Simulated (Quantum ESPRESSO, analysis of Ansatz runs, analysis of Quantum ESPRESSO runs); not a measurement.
# Charge-transition level of substitutional N in diamond (PBE) (Quantum ESPRESSO), part 3 of 4

Aim: the charge-transition level of substitutional N in diamond, to be set beside the measurement. Set-up: PBE, PseudoDojo 0.4.1 SR PBE standard, 32-site cell, PBE lattice, k: the single point 1/4 1/4 1/4 then 2x2x2 shifted, started with the impurity moved along one bond, dielectric constants 5.7 and 5.7 (handbook). The model is a cell of 32 host atoms with 1 C taken out and 1 N put in. The level is the Fermi energy at which two charge states have equal formation energy, after a correction for the images of the charge. Other potentials or another program check that the number doesn't hang on one set of files.

Quantum ESPRESSO 7.5; PBE, PseudoDojo 0.4.1 SR PBE standard, 32-site cell, PBE lattice, k: the single point 1/4 1/4 1/4 then 2x2x2 shifted, started with the impurity moved along one bond, dielectric constants 5.7 and 5.7 (handbook).

So far: Set-up; Relaxation, charge +1; Single point, charge +1.

## (4) Relaxation, charge 0

Level of this step: Quantum ESPRESSO plane-wave DFT, PBE, PseudoDojo 0.4.1 SR PBE standard potentials; relaxation of all atoms of a defect supercell (Quantum ESPRESSO).

Contents of pw.in:

```
&CONTROL
  calculation = 'relax'
  prefix = 'pwscf'
  outdir = './tmp'
  pseudo_dir = './pseudo'
  tprnfor = .true.
  disk_io = 'low'
  nstep = 70
  forc_conv_thr = 0.00078
  etot_conv_thr = 0.0001
/
&SYSTEM
  ibrav = 0
  nat = 32
  ntyp = 2
  ecutwfc = 84
  nbnd = 69
  occupations = 'smearing'
  smearing = 'fd'
  degauss = 0.00073499
  nspin = 2
  starting_magnetization(1) = 0.125
  starting_magnetization(2) = 0.1
  tot_magnetization = 1
  nosym = .true.
/
&ELECTRONS
  conv_thr = 3d-08
  electron_maxstep = 100
  mixing_beta = 0.3
/
&IONS
  ion_dynamics = 'bfgs'
/
ATOMIC_SPECIES
C     12.0110 C.upf
N     14.0070 N.upf
CELL_PARAMETERS angstrom
  -3.5717645206    3.5717645206    3.5717645206
   3.5717645206   -3.5717645206    3.5717645206
   3.5717645206    3.5717645206   -3.5717645206
ATOMIC_POSITIONS crystal
C     -0.0013110046    0.0000634544    0.4966099140
C      0.0030128183    0.2492910930    0.2505739339
[... 1 atom line left out ...]
C      0.0005272098    0.7511083759    0.7474416937
[... 2 atom lines left out ...]
C      0.2518484708    0.5039324685    0.7515671174
[... 3 atom lines left out ...]
N      0.4487703521    0.4511879325    0.4483733675
C      0.4994023908    0.7482599743    0.2521133562
C      0.7489274735   -0.0021198256    0.7462054153
C      0.7518550667    0.2520704711    0.4986635128
[... 1 atom line left out ...]
C      0.7528647564    0.7524403824   -0.0002507717
[... 6 atom lines left out ...]
C      0.2517379248    0.5037715490    0.5028105968
[... 2 atom lines left out ...]
C      0.5010535806    0.2520474902    0.5038005956
C      0.4999009739    0.5033707166    0.2513065107
[... 4 atom lines left out ...]
C      0.7491185013    0.7515946983    0.7477376068
K_POINTS crystal
1
0.25 0.25 0.25 1.0
```

The run is started by

```sh
$ OMP_NUM_THREADS=1 mpirun -n 4 pw.x -in pw.in > pw.out
```

What it wrote:

```text
[banner, memory and clock lines left out]
          URL

     bravais-lattice index     =            0
     lattice parameter (alat)  =      11.6907  a.u.
     unit-cell volume          =    1229.9998 (a.u.)^3
     number of atoms/cell      =           32
     number of atomic types    =            2
     number of electrons       =       129.00 (up:  65.00, down:  64.00)
     number of Kohn-Sham states=           69
     kinetic-energy cutoff     =      84.0000  Ry
     charge density cutoff     =     336.0000  Ry
     scf convergence threshold =      3.0E-08
     mixing beta               =       0.3000
     number of iterations used =            8  plain     mixing
     energy convergence thresh.=      1.0E-04
     force convergence thresh. =      7.8E-04
     Exchange-correlation= PBE
                           (   1   4   3   4   0   0   0)
     nstep                     =           70

     celldm(1)=  11.690748  celldm(2)=   0.000000  celldm(3)=   0.000000
     celldm(4)=   0.000000  celldm(5)=   0.000000  celldm(6)=   0.000000

     crystal axes: (cart. coord. in units of alat)
               a(1) = (  -0.577350   0.577350   0.577350 )
               a(2) = (   0.577350  -0.577350   0.577350 )
               a(3) = (   0.577350   0.577350  -0.577350 )

     reciprocal axes: (cart. coord. in units 2 pi/alat)
               b(1) = ( -0.000000  0.866025  0.866025 )
               b(2) = (  0.866025 -0.000000  0.866025 )
               b(3) = (  0.866025  0.866025  0.000000 )

     PseudoPot. # 1 for C  read from file:
     C.upf
     Pseudo is Norm-conserving + core correction, Zval =  4.0
     Generated using ONCVPSP code by D. R. Hamann
     Using radial grid of 1248 points,  4 beta functions with:
                l(1) =   0
                l(2) =   0
                l(3) =   1
                l(4) =   1

     PseudoPot. # 2 for N  read from file:
     N.upf
     Pseudo is Norm-conserving + core correction, Zval =  5.0
     Generated using ONCVPSP code by D. R. Hamann
     Using radial grid of 1058 points,  4 beta functions with:
                l(1) =   0
                l(2) =   0
                l(3) =   1
                l(4) =   1

     atomic species   valence    mass     pseudopotential
     C                 4.00    12.01100     C ( 1.00)
     N                 5.00    14.00700     N ( 1.00)

     Starting magnetic structure
     atomic species   magnetization
     C               0.125
     N               0.100

     No symmetry found

   Cartesian axes

     site n.     atom                  positions (alat units)
         1        C      tau(   1) = (   0.2875114   0.2859243  -0.2874381  )
         2        C      tau(   2) = (   0.2868578   0.0024801   0.0009988  )
         3        C      tau(   3) = (   0.2898906  -0.2889970   0.2916535  )
         4        C      tau(   4) = (   0.8648839  -0.0018126   0.0024213  )
         5        C      tau(   5) = (  -0.0026483   0.2872206   0.0011498  )
         6        C      tau(   6) = (  -0.0012612  -0.0029740   0.2885490  )
         7        C      tau(   7) = (   0.5794582   0.2883767   0.0024329  )
         8        C      tau(   8) = (   0.5763292  -0.0028568   0.2875583  )
         9        C      tau(   9) = (  -0.2888467   0.2861504   0.2866633  )
        10        C      tau(  10) = (   0.2890059   0.5794553  -0.0024312  )
        11        N      tau(  11) = (   0.2602643   0.2574727   0.2607227  )
        12        C      tau(  12) = (   0.2892357   0.0018797   0.5747805  )
        13        C      tau(  13) = (  -0.0027955   0.8644393   0.0003477  )
        14        C      tau(  14) = (  -0.0006473   0.5764543   0.2917132  )
        15        C      tau(  15) = (  -0.0023335   0.2909119   0.5772959  )
        16        C      tau(  16) = (  -0.0003898   0.0001002   0.8692331  )
        17        C      tau(  17) = (   0.1412221   0.1438684  -0.1450623  )
[...]
25        C      tau(  25) = (   0.1457718   0.7188506  -0.1449242  )
        26        C      tau(  26) = (   0.1471057   0.4346331   0.1439337  )
        27        C      tau(  27) = (   0.1470951   0.1430886   0.4341473  )
        28        C      tau(  28) = (   0.1453080  -0.1428060   0.7243644  )
        29        C      tau(  29) = (  -0.1413235   0.7221931   0.1432832  )
        30        C      tau(  30) = (  -0.1454212   0.4358577   0.4319250  )
        31        C      tau(  31) = (  -0.1438532   0.1448896   0.7248362  )
        32        C      tau(  32) = (   0.4331361   0.4302769   0.4347307  )

     number of k points=     1  Fermi-Dirac smearing, width (Ry)=  0.0007
                       cart. coord. in units 2pi/alat
        k(    1) = (   0.4330127   0.4330127   0.4330127), wk =   1.0000000

     Dense  grid:   128207 G-vectors     FFT dimensions: (  72,  72,  72)

     Generating pointlists ...
     new r_m :   0.0976 (alat units)  1.1409 (a.u.) for type    1
     new r_m :   0.0976 (alat units)  1.1409 (a.u.) for type    2

     Initial potential from superposition of free atoms

     starting charge     128.9986, renormalised to     129.0000
     Starting wfcs are  128 randomized atomic wfcs

     Self-consistent Calculation

     iteration #  1     ecut=    84.00 Ry     beta= 0.30
     Davidson diagonalization with overlap
     ethr =  1.00E-02,  avg # of iterations =  3.0

     total energy              =    -393.50269577 Ry
     estimated scf accuracy    <       1.87539881 Ry

     total magnetization       =     1.00 Bohr mag/cell
     absolute magnetization    =     1.10 Bohr mag/cell

     iteration #  2     ecut=    84.00 Ry     beta= 0.30
     Davidson diagonalization with overlap
     ethr =  1.45E-03,  avg # of iterations =  1.5

     total energy              =    -393.34939859 Ry
     estimated scf accuracy    <       0.79229186 Ry

     total magnetization       =     1.00 Bohr mag/cell
     absolute magnetization    =     1.04 Bohr mag/cell

     iteration #  3     ecut=    84.00 Ry     beta= 0.30
     Davidson diagonalization with overlap
     ethr =  6.14E-04,  avg # of iterations =  6.5

     total energy              =    -393.43192277 Ry
     estimated scf accuracy    <       0.01819749 Ry

     total magnetization       =     1.00 Bohr mag/cell
     absolute magnetization    =     1.05 Bohr mag/cell

     iteration #  4     ecut=    84.00 Ry     beta= 0.30
     Davidson diagonalization with overlap
     c_bands:  1 eigenvalues not converged
     c_bands:  1 eigenvalues not converged
     ethr =  1.41E-05,  avg # of iterations = 20.0

     total energy              =    -393.44124524 Ry
[...]
CASE: energy            _new < energy            _old

     new trust radius        =       0.0034063916 bohr
     new conv_thr            =       0.0000000005 Ry

ATOMIC_POSITIONS (crystal)
C               -0.0006215842       -0.0003064769        0.4999222889
C               -0.0054921862        0.2474348863        0.2466496959
C               -0.0006162683        0.5007220278       -0.0010803038
C                0.0030741340        0.7535501404        0.7527800464
C                0.2470684248       -0.0052445069        0.2466357429
C                0.2471028908        0.2474523251       -0.0059811325
C                0.2501020801        0.4981839151        0.7466316490
C                0.2500879181        0.7474139059        0.4973710213
C                0.5003911257       -0.0002941958       -0.0011006782
C                0.4978804712        0.2504155162        0.7466415178
N                0.4613437462        0.4616881531        0.4608868129
C                0.4978509850        0.7474291547        0.2496401395
C                0.7532686026        0.0034222890        0.7527845791
C                0.7470597031        0.2503831213        0.4973824554
C                0.7471309656        0.4982185977        0.2496498868
C                0.7532263409        0.7535859318        0.0026052160
[...]
NEW-OLD atomic charge density approx. for the potential
     Generating pointlists ...

     Self-consistent Calculation

     iteration #  1     ecut=    84.00 Ry     beta= 0.30
     Davidson diagonalization with overlap
     ethr =  1.00E-06,  avg # of iterations =  3.0

     Threshold (ethr) on eigenvalues was too large:
     Diagonalizing with lowered threshold

     Davidson diagonalization with overlap
     ethr =  2.87E-09,  avg # of iterations =  6.0

     total energy              =    -393.53764906 Ry
     estimated scf accuracy    <       0.00000536 Ry

     total magnetization       =     1.00 Bohr mag/cell
     absolute magnetization    =     1.13 Bohr mag/cell

     iteration #  2     ecut=    84.00 Ry     beta= 0.30
     Davidson diagonalization with overlap
     ethr =  4.15E-09,  avg # of iterations =  2.0

     total energy              =    -393.53764910 Ry
     estimated scf accuracy    <       0.00000175 Ry

     total magnetization       =     1.00 Bohr mag/cell
     absolute magnetization    =     1.13 Bohr mag/cell

     iteration #  3     ecut=    84.00 Ry     beta= 0.30
     Davidson diagonalization with overlap
     ethr =  1.36E-09,  avg # of iterations =  2.0

     total energy              =    -393.53764936 Ry
     estimated scf accuracy    <       0.00000024 Ry

     total magnetization       =     1.00 Bohr mag/cell
     absolute magnetization    =     1.13 Bohr mag/cell

     iteration #  4     ecut=    84.00 Ry     beta= 0.30
     Davidson diagonalization with overlap
     ethr =  1.87E-10,  avg # of iterations =  3.0

     total energy              =    -393.53764940 Ry
     estimated scf accuracy    <       0.00000004 Ry

     total magnetization       =     1.00 Bohr mag/cell
     absolute magnetization    =     1.13 Bohr mag/cell

     iteration #  5     ecut=    84.00 Ry     beta= 0.30
     Davidson diagonalization with overlap
     ethr =  2.95E-11,  avg # of iterations =  3.0

     total energy              =    -393.53764941 Ry
     estimated scf accuracy    <          5.1E-09 Ry

     total magnetization       =     1.00 Bohr mag/cell
     absolute magnetization    =     1.13 Bohr mag/cell

     iteration #  6     ecut=    84.00 Ry     beta= 0.30
     Davidson diagonalization with overlap
     ethr =  3.97E-12,  avg # of iterations =  4.0

     total energy              =    -393.53764941 Ry
     estimated scf accuracy    <          7.0E-10 Ry

     total magnetization       =     1.00 Bohr mag/cell
     absolute magnetization    =     1.13 Bohr mag/cell

     iteration #  7     ecut=    84.00 Ry     beta= 0.30
     Davidson diagonalization with overlap
     ethr =  5.45E-13,  avg # of iterations =  4.0

     Magnetic moment per site  (integrated on atomic sphere of radius R)
[...]
atom  25 (R=0.098)  charge=  1.7670  magn=  0.0043
     atom  26 (R=0.098)  charge=  1.7623  magn= -0.0025
     atom  27 (R=0.098)  charge=  1.7621  magn= -0.0025
     atom  28 (R=0.098)  charge=  1.7670  magn=  0.0043
     atom  29 (R=0.098)  charge=  1.7669  magn=  0.0043
     atom  30 (R=0.098)  charge=  1.7895  magn=  0.0035
     atom  31 (R=0.098)  charge=  1.7672  magn=  0.0043
     atom  32 (R=0.098)  charge=  1.8098  magn=  0.2911

     End of self-consistent calculation

 ------ SPIN UP ------------

          k = 0.4330 0.4330 0.4330 ( 16052 PWs)   bands (ev):

[...]
15.6851  18.5063  19.0845  19.0846  19.2961

 ------ SPIN DOWN ----------

          k = 0.4330 0.4330 0.4330 ( 16052 PWs)   bands (ev):

    -7.5682  -6.4923  -6.4915  -6.3677  -3.9778  -2.5267  -2.5266  -2.2523
    -2.2512  -2.2370  -2.1748  -2.1743  -2.0989  -2.0602  -2.0596  -1.5755
     1.6134   2.0491   2.0493   2.3962   2.3968   2.4047   2.4766   2.5096
     2.5100   2.5880   2.5883   3.1127   5.6402   5.6403   6.0133   6.3714
     6.3716   6.3719   6.5084   6.5088   6.5270   6.5303   6.6933   6.6976
     6.6980   6.7921   6.7926   7.2515   7.8941   7.8945   8.2680   8.2684
     8.3097   8.3591   8.3594   8.4030   8.5166   8.5415   8.5422   9.1164
    11.0910  11.0914  11.4337  11.4341  11.5592  11.5600  11.5777  12.3404
    16.9468  18.5822  19.1047  19.1049  19.3137

     the spin up/dw Fermi energies are    16.0141   12.6144 ev

!    total energy              =    -393.53764941 Ry
     estimated scf accuracy    <          1.7E-10 Ry
     smearing contrib. (-TS)   =      -0.00000000 Ry
     internal energy E=F+TS    =    -393.53764941 Ry

     The total energy is F=E-TS. E is the sum of the following terms:
     one-electron contribution =     127.62617346 Ry
     hartree contribution      =      33.84474022 Ry
     xc contribution           =    -140.72310604 Ry
     ewald contribution        =    -414.28545705 Ry

     total magnetization       =     1.00 Bohr mag/cell
     absolute magnetization    =     1.13 Bohr mag/cell

     convergence has been achieved in   7 iterations

     Forces acting on atoms (cartesian axes, Ry/au):

[...]
atom   25 type  1   force =     0.00022518    0.00009884    0.00011239
     atom   26 type  1   force =     0.00004357    0.00008315    0.00014913
     atom   27 type  1   force =     0.00004411    0.00015944   -0.00019339
     atom   28 type  1   force =    -0.00019292    0.00009137    0.00016453
     atom   29 type  1   force =     0.00004351    0.00010366    0.00004973
     atom   30 type  1   force =    -0.00032366   -0.00001377   -0.00011826
     atom   31 type  1   force =    -0.00019973   -0.00018328   -0.00005372
     atom   32 type  1   force =    -0.00009473   -0.00007395    0.00012326

     Total force =     0.001866     Total SCF correction =     0.000017
     Energy error            =      2.1E-05 Ry
     Gradient error          =      5.1E-04 Ry/Bohr

     bfgs converged in   7 scf cycles and   6 bfgs steps
     (criteria: energy <  1.0E-04 Ry, force <  7.8E-04 Ry/Bohr)

     End of BFGS Geometry Optimization

     Final energy             =    -393.5376494090 Ry

     File ./tmp/pwscf.bfgs deleted, as requested
Begin final coordinates

ATOMIC_POSITIONS (crystal)
[...]
C                0.4999494989       -0.0012648179        0.7476913155
C                0.4909461903        0.2439743974        0.4905031937
C                0.4909955332        0.4913345239        0.2432009089
C                0.4999284918        0.7485247950       -0.0020159122
C                0.7481775632       -0.0012468179        0.4994828783
C                0.7473721843        0.2482024345        0.2474014280
C                0.7482176510        0.5003173880       -0.0019889042
C                0.7893447100        0.7896775778        0.7888936922
End final coordinates
```

Wall time 44 s (4 MPI ranks of AMD EPYC 9R45, shared host); peak memory 0.53 GiB; 2.9 min of CPU time.

Relaxation path:

```csv
step,energy less that of the first step (eV)
0,0.0000
1,-0.9932
2,-1.2207
3,-1.2861
4,-1.2924
5,-1.2950
6,-1.2953
```

The atoms that moved most (Å):

```csv
atom,dx,dy,dz,length
C32,0.139,0.155,0.133,0.247
N11,0.037,0.052,0.038,0.074
C23,-0.059,-0.028,-0.029,0.072
C26,-0.040,-0.055,-0.017,0.070
C27,-0.040,-0.018,-0.046,0.063
C2,0.010,-0.038,-0.023,0.045
C10,-0.005,-0.034,0.021,0.040
C21,-0.034,0.000,0.012,0.036
```

The relaxed structure:

```
CELL_PARAMETERS angstrom
-3.57176 3.57176 3.57176
3.57176 -3.57176 3.57176
3.57176 3.57176 -3.57176
ATOMIC_POSITIONS crystal
C 0.99938 0.99969 0.49992
C 0.99451 0.24743 0.24665
C 0.99938 0.50072 0.99892
C 0.00307 0.75355 0.75278
C 0.24707 0.99476 0.24664
C 0.24710 0.24745 0.99402
C 0.25010 0.49818 0.74663
C 0.25009 0.74741 0.49737
C 0.50039 0.99971 0.99890
C 0.49788 0.25042 0.74664
N 0.46134 0.46169 0.46089
C 0.49785 0.74743 0.24964
C 0.75327 0.00342 0.75278
C 0.74706 0.25038 0.49738
C 0.74713 0.49822 0.24965
C 0.75323 0.75359 0.00261
C 0.99928 0.99961 0.25243
C 0.99930 0.25325 0.99885
C 0.99842 0.50027 0.74772
C 0.99846 0.74853 0.49951
C 0.25288 0.99961 0.99883
C 0.24788 0.24819 0.74690
C 0.24369 0.49135 0.49054
C 0.24786 0.74766 0.24740
C 0.49995 0.99874 0.74769
C 0.49095 0.24397 0.49050
C 0.49100 0.49133 0.24320
C 0.49993 0.74852 0.99798
C 0.74818 0.99875 0.49948
C 0.74737 0.24820 0.24740
C 0.74822 0.50032 0.99801
C 0.78934 0.78968 0.78889
```

Neighbours of N11 at the end:

```csv
atom,distance (Å)
C23,1.479
C26,1.479
C27,1.479
C32,2.029
C2,2.362
C6,2.362
C5,2.363
C8,2.521
C7,2.521
C12,2.521
C14,2.521
C15,2.521
C10,2.521
```

Numbers from this step:

| Item | Value |
| --- | --- |
| total moment | 1.000 μB |
| integral of the absolute spin density | 1.135 μB |

From the first step to the last the energy fell by 1.295 eV, and the largest move was 0.25 Å (C32).

(Continued in part 4 of 4.)

[Logs are printed without paths, hosts, clocks, repeated set-up lines and the standing remarks that a program may print on its own settings, such as how far it seeks lower states.]

[Hosts, paths, dates, database ids (printed as entryN), source tags and the programs' standing remarks are cut or masked in the printed files.]

[For some hosts the program warned that the k-mesh of the response run may be too coarse for force constants and the static dielectric constant; such warnings are not shown here.]
